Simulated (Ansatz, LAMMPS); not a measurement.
# Structural relaxation of amorphous 89SiO2-11B2O3 (mol %) (90 atoms)

How does amorphous 89SiO2-11B2O3 (mol %) (90 atoms) relax, and what do bonds, charges and levels look like afterwards?

Calculated with Ansatz 0.2.0; Kohn-Sham DFT, PBE, PAW (set soft_2), plane waves.

**1. Starting point**

The cell holds 90 atoms: 25 Si, 6 B and 59 O. Its edges and angles: a = 10.979 Å, b = 10.979 Å, c = 10.979 Å, α = 90.0°, β = 90.0°, γ = 90.0°. 90 atoms (25 Si, 6 B, 59 O) placed at random at 2.15 g/cm³, melted at 4000 K for 10 ps at fixed volume with the Buckingham and Coulomb pair potential of Guillot and Sator (Geochim. Cosmochim. Acta 71, 1249 (2007)) with the boron terms of Wang et al. (J. Non-Cryst. Solids 498, 294 (2018)). Quenched from 4000 K to 300 K at 100 K/ps and fixed volume, held 5 ps, then minimised at fixed cell.

Limits known from the start: The quench rate of 100 K/ps is orders of magnitude faster than experiment, which tends to freeze in extra defects. The network of bonds at the start is that of the classical potential that made the cell. Only the Γ point is sampled in the main run, in a cell whose shortest periodic width is 11 Å.

**2. The classical run that made the cell**

A classical potential makes the cell, at a small fraction of what the same run would cost in DFT.

This step: classical MD, Buckingham and Coulomb pair potential of Guillot and Sator (Geochim. Cosmochim. Acta 71, 1249 (2007)) with the boron terms of Wang et al. (J. Non-Cryst. Solids 498, 294 (2018)) (LAMMPS 22 Jul 2025 - Update 4).

in.lmp reads:

```
# melt-quench of Si25B6O59
units metal
atom_style charge
boundary p p p
region box block 0 10.9787 0 10.9787 0 10.9787
create_box 3 box
mass 1 28.0850   # Si
mass 2 10.8100   # B
mass 3 15.9990   # O
create_atoms 1 random 25 37530 NULL overlap 1.5 maxtry 2000
create_atoms 2 random 6 37537 NULL overlap 1.5 maxtry 2000
create_atoms 3 random 59 37544 NULL overlap 1.5 maxtry 2000
pair_style buck/coul/long 9.0
pair_coeff * * 0.0 1.0 0.0
pair_coeff 1 3 50306.10 0.161 46.2978   # Si-O
pair_coeff 2 3 206941.81 0.124 35.0018   # B-O
pair_coeff 3 3 9022.79 0.265 85.0921   # O-O
pair_coeff 2 2 484.40 0.35 0.0   # B-B
pair_coeff 1 2 337.70 0.29 0.0   # Si-B
set type 1 charge 1.89
set type 2 charge 1.4175
set type 3 charge -0.945
kspace_style pppm 1.0e-4
neigh_modify delay 0 every 1 check yes
thermo_style custom step time temp pe press density
thermo_modify norm yes
timestep 0.001
thermo 100
min_style cg
minimize 1e-4 1e-4 200 2000
reset_timestep 0
velocity all create 4000 37531 mom yes dist gaussian
fix lim all nve/limit 0.05
fix lan all langevin 4000 4000 0.1 37532 zero yes
# [... 12 lines left out ...]
thermo 2500
fix md all nvt temp 300 300 0.1
run 5000 post no
unfix md
thermo 100
min_style cg
minimize 0 1e-3 2000 20000
write_dump all custom glass.dump id type xs ys zs modify sort id
```

Started as:

```console
$ lmp -in in.lmp -log none -nocite
```

Log:

```text
LAMMPS (22 Jul 2025 - Update 4)
Created orthogonal box = (0 0 0) to (10.9787 10.9787 10.9787)
Created 25 atoms
Created 6 atoms
Created 59 atoms
PPPM initialization ...
  G vector (1/distance) = 0.32509317
  grid = 9 9 9
  estimated relative force accuracy = 8.0446541e-05
   Step          Time           Temp          PotEng         Press         Density
         0   0              0             -0.13560295     898907.09      2.1469777
       100   0.1            0             -11.795034     -43254.559      2.1469777
       117   0.117          0             -11.870894     -28495.961      2.1469777
Loop time of 0.0667295 s on 1 MPI rank(s) for 117 steps with 90 atoms
Minimization stats:
  Stopping criterion = energy tolerance
  Energy initial, next-to-last, final =
    -0.135602950021627  -11.8698587460117  -11.8708944731989
  Force two-norm initial, final = 387.48139 3.1773222
  Iterations, force evaluations = 117 179
[... 12 lines left out ...]
[... 2 lines left out ...]
Loop time of 3.07304 s on 1 MPI rank(s) for 10000 steps with 90 atoms
   Step          Time           Temp          PotEng         Press         Density
[... 12 lines left out ...]
Loop time of 10.9656 s on 1 MPI rank(s) for 37000 steps with 90 atoms
   Step          Time           Temp          PotEng         Press         Density
[... 2 lines left out ...]
     52500   52.5           346.418       -12.003862     -36014.762      2.1469777
     53000   53             308.11159     -12.004729     -16762.642      2.1469777
Loop time of 1.4175 s on 1 MPI rank(s) for 5000 steps with 90 atoms
   Step          Time           Temp          PotEng         Press         Density
     53000   53             308.11159     -12.004729     -16762.642      2.1469777
     53062   53.062         308.11159     -12.047258     -21442.585      2.1469777
Loop time of 0.0527597 s on 1 MPI rank(s) for 62 steps with 90 atoms
Minimization stats:
  Stopping criterion = linesearch alpha is zero
  Energy initial, next-to-last, final =
      -12.004728799713  -12.0472579698379  -12.0472579698379
  Force two-norm initial, final = 16.101265 0.12728136
  Iterations, force evaluations = 62 151
```

Elapsed: 16 s, on 1 thread of Intel Xeon 6975P-C (Granite Rapids), shared host; peak memory 0.072 GiB.

**3. Single point at the start**

The forces at the start show how far the geometry lies from a minimum of this functional.

input.yaml reads:

```yaml
crystal:
  lattice:
    - [10.9787, 0.0, 0.0]
    - [0.0, 10.9787, 0.0]
    - [0.0, 0.0, 10.9787]
  atoms:
    - { symbol: Si, position: [0.77147, 0.4266, 0.26824] }
    - { symbol: Si, position: [0.71287, 0.87954, 0.14645] }
    - { symbol: Si, position: [0.27414, 0.64864, 0.91455] }
    - { symbol: Si, position: [0.54686, 0.93002, 0.38228] }
    - { symbol: Si, position: [0.73204, 0.40999, 0.73966] }
    - { symbol: Si, position: [0.34136, 0.7535, 0.2806] }
    - { symbol: Si, position: [0.55804, 0.16975, 0.71877] }
    - { symbol: Si, position: [0.38614, 0.10417, 0.49498] }
    - { symbol: Si, position: [0.21274, 0.61802, 0.47615] }
    - { symbol: Si, position: [0.23111, 0.88682, 0.61312] }
    - { symbol: Si, position: [0.90167, 0.64935, 0.15551] }
    - { symbol: Si, position: [0.07374, 0.83366, 0.25244] }
    - { symbol: Si, position: [0.33553, 0.47826, 0.69172] }
    - { symbol: Si, position: [0.9607, 0.71139, 0.47288] }
    - { symbol: Si, position: [0.61864, 0.89392, 0.66772] }
    - { symbol: Si, position: [0.37411, 0.40987, 0.05068] }
    - { symbol: Si, position: [0.99567, 0.65903, 0.89392] }
    - { symbol: Si, position: [0.05437, 0.1721, 0.86377] }
    - { symbol: Si, position: [0.70648, 0.6501, 0.56891] }
    - { symbol: Si, position: [0.6358, 0.47184, 0.00682] }
    - { symbol: Si, position: [0.93548, 0.20135, 0.36843] }
    - { symbol: Si, position: [0.31472, 0.23606, 0.85364] }
    - { symbol: Si, position: [0.94123, 0.04667, 0.11107] }
    - { symbol: Si, position: [0.49795, 0.73544, 0.03227] }
    - { symbol: Si, position: [0.97287, 0.04241, 0.61608] }
    - { symbol: B, position: [0.19492, 0.27574, 0.40685] }
    - { symbol: B, position: [0.5666, 0.52171, 0.4239] }
    - { symbol: B, position: [0.9811, 0.41028, 0.80524] }
    - { symbol: B, position: [0.36354, 0.43164, 0.31984] }
    - { symbol: B, position: [0.91912, 0.81799, 0.70715] }
    - { symbol: B, position: [0.39025, 0.81748, 0.80334] }
    - { symbol: O, position: [0.44696, 0.8228, 0.35672] }
    - { symbol: O, position: [0.81651, 0.67649, 0.46951] }
    - { symbol: O, position: [0.25591, 0.37563, 0.35756] }
    - { symbol: O, position: [0.48134, 0.48161, 0.69144] }
    - { symbol: O, position: [0.40437, 0.72973, 0.14782] }
    - { symbol: O, position: [0.30308, 0.29495, 0.99096] }
    - { symbol: O, position: [0.33531, 0.9781, 0.55795] }
    - { symbol: O, position: [0.83493, 0.30843, 0.33484] }
    - { symbol: O, position: [0.93075, 0.77467, 0.82569] }
    - { symbol: O, position: [0.22741, 0.75654, 0.53861] }
    - { symbol: O, position: [0.59769, 0.84308, 0.05625] }
    - { symbol: O, position: [0.00899, 0.53385, 0.8134] }
    - { symbol: O, position: [0.13611, 0.69528, 0.93364] }
    - { symbol: O, position: [0.07037, 0.26111, 0.39203] }
    - { symbol: O, position: [0.49759, 0.84269, 0.74247] }
    - { symbol: O, position: [0.8784, 0.37353, 0.74096] }
    - { symbol: O, position: [0.31355, 0.53794, 0.00348] }
    - { symbol: O, position: [0.03504, 0.70307, 0.1927] }
    - { symbol: O, position: [0.79831, 0.75742, 0.16889] }
    - { symbol: O, position: [0.99359, 0.13104, 0.73394] }
    - { symbol: O, position: [0.97356, 0.74626, 0.61721] }
    - { symbol: O, position: [0.50989, 0.39472, 0.99187] }
    - { symbol: O, position: [0.46913, 0.05811, 0.3797] }
    - { symbol: O, position: [0.39074, 0.42573, 0.19594] }
    - { symbol: O, position: [0.22011, 0.83959, 0.27114] }
    - { symbol: O, position: [0.39389, 0.75244, 0.91538] }
    - { symbol: O, position: [0.71092, 0.46047, 0.88015] }
    - { symbol: O, position: [0.44837, 0.1771, 0.82244] }
    - { symbol: O, position: [0.70394, 0.76802, 0.66201] }
    - { symbol: O, position: [0.10412, 0.96599, 0.60294] }
    - { symbol: O, position: [0.65068, 0.91977, 0.27632] }
    - { symbol: O, position: [0.62694, 0.03513, 0.72156] }
    - { symbol: O, position: [0.26746, 0.18563, 0.45978] }
    - { symbol: O, position: [0.29144, 0.59194, 0.78014] }
    - { symbol: O, position: [0.2004, 0.14099, 0.84646] }
    - { symbol: O, position: [0.93997, 0.12755, 0.2373] }
    - { symbol: O, position: [0.06656, 0.61008, 0.44834] }
    - { symbol: O, position: [0.99302, 0.11139, 0.98644] }
    - { symbol: O, position: [0.5979, 0.91636, 0.5208] }
    - { symbol: O, position: [0.27912, 0.85092, 0.75214] }
    - { symbol: O, position: [0.5812, 0.62827, 0.49121] }
    - { symbol: O, position: [0.70566, 0.42294, 0.13043] }
    - { symbol: O, position: [0.29518, 0.34889, 0.75639] }
    - { symbol: O, position: [0.28938, 0.6316, 0.3481] }
    - { symbol: O, position: [0.26147, 0.51363, 0.5678] }
    - { symbol: O, position: [0.73131, 0.5245, 0.6435] }
    - { symbol: O, position: [0.02949, 0.93361, 0.15345] }
    - { symbol: O, position: [0.45599, 0.46445, 0.40103] }
    - { symbol: O, position: [0.99802, 0.82594, 0.38228] }
    - { symbol: O, position: [0.88341, 0.93432, 0.6708] }
    - { symbol: O, position: [0.47752, 0.16962, 0.59175] }
    - { symbol: O, position: [0.65336, 0.28373, 0.72295] }
    - { symbol: O, position: [0.9127, 0.61957, 0.01093] }
    - { symbol: O, position: [0.92524, 0.10919, 0.48997] }
    - { symbol: O, position: [0.87175, 0.53375, 0.24133] }
    - { symbol: O, position: [0.80525, 0.98479, 0.09589] }
    - { symbol: O, position: [0.66825, 0.47775, 0.3618] }
    - { symbol: O, position: [0.57922, 0.61141, 0.02254] }
    - { symbol: O, position: [0.04498, 0.32166, 0.86986] }
kpoints:
  mp_grid: { grid: [1, 1, 1] }
hamiltonian:
  xc: pbe
scf:
  occupations: { method: fermi_dirac, width: 0.025 }
output:
  forces: true
```

Started as:

```console
$ ansatz run input.yaml --threads 4 --pin off --max-ram 8192MiB --backend cpu --events-out ev --progress --plain --runs-dir out
```

Log:

```text
Engine: ansatz 0.2.0, x86_64-unknown-linux-gnu
Pseudopotentials: kind: paw
Pseudopotential: Si, paw, valence charge 4, recommended cutoff 420 eV (normal), Si.paw.azcp
Pseudopotential: B, paw, valence charge 3, recommended cutoff 420 eV (normal), B.paw.azcp
Pseudopotential: O, paw, valence charge 6, recommended cutoff 420 eV (normal), O.paw.azcp
[... 5 lines on functional and potentials left out ...]
Crystal: 90 atoms, lattice volume = 1323.283 Å³
Basis set: ecut = 420 eV, 25725 PW (Γ), exchange–correlation on 150×150×150 points (8 copies of the dense FFT grid, shifted against one another)
Bands: 326, of which v1, the nominal top of the filled ones, is band 236 counted from 1 (235 counted from 0)
Symmetry: 1 space group operations
Space group: P1 (ITA 1), of the structure as read, at distance tolerance 1.1e-4 Å
k-points: 1
[... 7 lines on functional and potentials left out ...]
Initial density: superposition of atomic densities (neutral atoms: chi_scale 0, normalization atom), corrected by the library's trained network
Initial wavefunctions: pseudopotential atomic-orbital guess
Functional: x = pbe(κ = 0.804, μ = 0.219515), c = pbe(β = 0.066725)
SCF iter   1: F=—  HF=-50394.367057 eV  |F-HF|=—  |Δ(HF+E_count)|=         —  Δρ=3.93e-3  dr2=4.23e-1  ethr=1.77e-3  ⟨swp⟩=7.0  Hψ=1503  notcnv=0  defer=78
preconditioner: auto → Resta (q_TF=auto, 2.298 Å⁻¹)  ε∞=2.9  [insulator: Δε(μ)=2.622 eV  Ē_g=16.026 eV  σ=0.025 eV  W_gap=1.00  n_scr=256 (ndim 8)  ℏωp=22.2 eV  f_vac=0.246  D(μ)=0.00/eV (n_scr^D=0)  ε∞_Penn≈2.9]
SCF iter   2: F=—  HF=-50394.262328 eV  |F-HF|=—  |Δ(HF+E_count)|=   1.05e-1  Δρ=2.32e-3  dr2=9.53e-2  ethr=8.97e-5  ⟨swp⟩=3.0  Hψ=561  notcnv=0  defer=86
SCF iter   3: F=—  HF=-50394.241484 eV  |F-HF|=—  |Δ(HF+E_count)|=   2.08e-2  Δρ=8.89e-4  dr2=3.26e-2  ethr=2.02e-5  ⟨swp⟩=3.0  Hψ=498  notcnv=0  defer=33
automatic band count: iteration 3 solves 273 bands in place of 326: the levels show a gap, and the empty bands left out lie too high to hold charge; the band table lists the bands solved (type scf.n_extra_bands for more)
SCF iter   4: F=—  HF=-50394.231553 eV  |F-HF|=—  |Δ(HF+E_count)|=   9.93e-3  Δρ=4.72e-4  dr2=3.10e-3  ethr=6.90e-6  ⟨swp⟩=3.0  Hψ=426  notcnv=0  defer=33
SCF iter   5: F=—  HF=-50394.231204 eV  |F-HF|=—  |Δ(HF+E_count)|=   3.50e-4  Δρ=2.21e-4  dr2=5.82e-4  ethr=6.57e-7  ⟨swp⟩=3.0  Hψ=554  notcnv=0  defer=33
SCF iter   6: F=—  HF=-50394.231204 eV  |F-HF|=—  |Δ(HF+E_count)|=   3.84e-7  Δρ=5.02e-5  dr2=3.42e-5  ethr=1.23e-7  ⟨swp⟩=2.0  Hψ=476  notcnv=0  defer=33
SCF iter   7: F=—  HF=-50394.229502 eV  |F-HF|=—  |Δ(HF+E_count)|=   1.70e-3  Δρ=3.20e-5  dr2=1.08e-5  ethr=7.24e-9  ⟨swp⟩=3.0  Hψ=476  notcnv=0  defer=33
SCF iter   8: F=—  HF=-50394.229501 eV  |F-HF|=—  |Δ(HF+E_count)|=   1.00e-6  Δρ=7.38e-6  dr2=7.75e-7  ethr=2.29e-9  ⟨swp⟩=2.0  Hψ=476  notcnv=0  defer=33
SCF iter   9: F=—  HF=-50394.229501 eV  |F-HF|=—  |Δ(HF+E_count)|=   2.41e-7  Δρ=2.89e-6  dr2=1.03e-7  ethr=1.64e-10  ⟨swp⟩=3.0  Hψ=419  notcnv=0  defer=33
SCF iter  10: F=-50394.229501 eV  HF=-50394.229501 eV  |F-HF|=2.69e-8  |Δ(HF+E_count)|=   3.51e-9  Δρ=1.86e-6  dr2=3.66e-8  ethr=2.12e-11  ⟨swp⟩=5.0  Hψ=930  notcnv=0
SCF 1 converged in 10 iterations: F = -50394.229501 eV  dr2 = 3.66e-8
  greatest PAW one-centre occupation: 0.865 electrons in one spin orbital (limit 2), on the O atom at site 34 (counted from 0), in its partial waves of l = 0
SCF converged after 10 iterations
Free energy (F): -50394.229501 eV
Harris-Foulkes:  -50394.229501 eV  (|F-HF|=2.69e-8)
Internal energy: -50394.229501 eV  (E = F + TS)
E sigma→0 (E₀):  -50394.229501 eV
Fermi energy:    4.849843 eV
--- Per-component energies (eV) ---
  E_band       = -2805.452880
  E_kinetic    = 11867.352449
  E_local      = -38865.984103  (includes V_loc(G=0)·N_el)
  E_nonlocal   = 3485.124769
  E_hartree    = 14960.050829
  E_xc         = -5930.392845
  E_vxc        = -6960.875352  (∫ρ·V_xc dr)
  E_paw        = -22673.666920  (= ΣΔE_a)
  E_vpaw       = -2251.337658  (= ΣTr[D̂ρ^β])
  E_aug_tail   = 0.151334  (compensation charges beyond the density's cutoff)
  E_ewald      = -13236.865013
  E_smearing   = -0.000000  (= −TS)
  E_closure    = -0.000000  (closes the sum)
  Σ components = -50394.229501   (vs F -50394.229501, Δ=0.00e0)
--- Forces (eV/Å), atoms counted from 1 ---
  atom   1  Si    -1.10950743     1.17567177    -0.20099775
  atom   2  Si     0.76696704    -0.98446041     0.84726647
  atom   3  Si    -1.58049020    -4.18060498    -1.81366765
  atom   4  Si    -0.81773349    -0.27610294     0.19608025
  atom   5  Si    -0.03456807     0.73031407     0.66597635
  atom   6  Si     0.16148646     0.97148684     0.58739206
  atom   7  Si    -1.38812809     0.35652848    -0.79911417
  atom   8  Si    -0.09171150    -0.24287541     0.86753026
  atom   9  Si    -0.12087824     1.15405113     1.66584042
  atom  10  Si     0.09623669     0.22928317    -1.49629681
  atom  11  Si     0.12571203     1.05184486    -0.12982269
  atom  12  Si    -0.78388554    -0.93514081    -0.08040151
  atom  13  Si     4.07641797    -0.08545336     1.04113396
  atom  14  Si     0.28971006     0.69992844     0.82799005
[...]
atom  89  O     -0.24418769     1.20864072    -0.16473603
  atom  90  O     -0.20712967     0.45951534    -0.06036947
  max |Σ_I F_I| component: 2.01e-5 eV/Å
```

Run time: 5.2 s. Hardware: 4 threads of Intel Xeon 6975P-C (Granite Rapids), shared host; peak memory 1.5 GiB.

The column dr2 measures how far the density is from self-consistency, as an energy; F and HF (Harris–Foulkes) agree once it is small.

Numbers from this run:

```
free energy            : -50394.2295 eV
free energy per atom   : -559.9359 eV/atom
SCF cycles             : 10
r.m.s. force component : 0.8202 eV/Å
longest force          : 5.004 eV/Å
Fermi energy           : 4.85 eV
```

The r.m.s. force component of 0.82 eV/Å sets the starting point.

Neighbours are counted within 2.08 Å (O-Si), 1.82 Å (O-B).

Length of the force by element and coordination:

| element | coordination | atoms | mean length of the force (eV/Å) | spread | least | most |
| --- | --- | --- | --- | --- | --- | --- |
| B | all | 6 | 2.06 | 1.34 | 1.24 | 5.00 |
| O | all | 59 | 0.767 | 0.422 | 0.192 | 2.13 |
| O | 1 | 1 | 1.15 | 0 | 1.15 | 1.15 |
| O | 2 | 57 | 0.755 | 0.424 | 0.192 | 2.13 |
| O | 3 | 1 | 1.10 | 0 | 1.10 | 1.10 |
| Si | all | 25 | 1.73 | 1.01 | 0.885 | 4.82 |

[end of part 1 of 4]

[Long decimals in the printed logs are rounded to 6 places.]

[Logs are printed without paths, hosts, clocks, repeated set-up lines and the standing remarks that a program may print on its own settings, such as how far it seeks lower states.]

[Hosts, paths, dates, database ids (printed as entryN), source tags and the programs' standing remarks are cut or masked in the printed files.]

[A walk said to have stopped at its limit may instead have ended on an SCF cycle that didn't converge.]
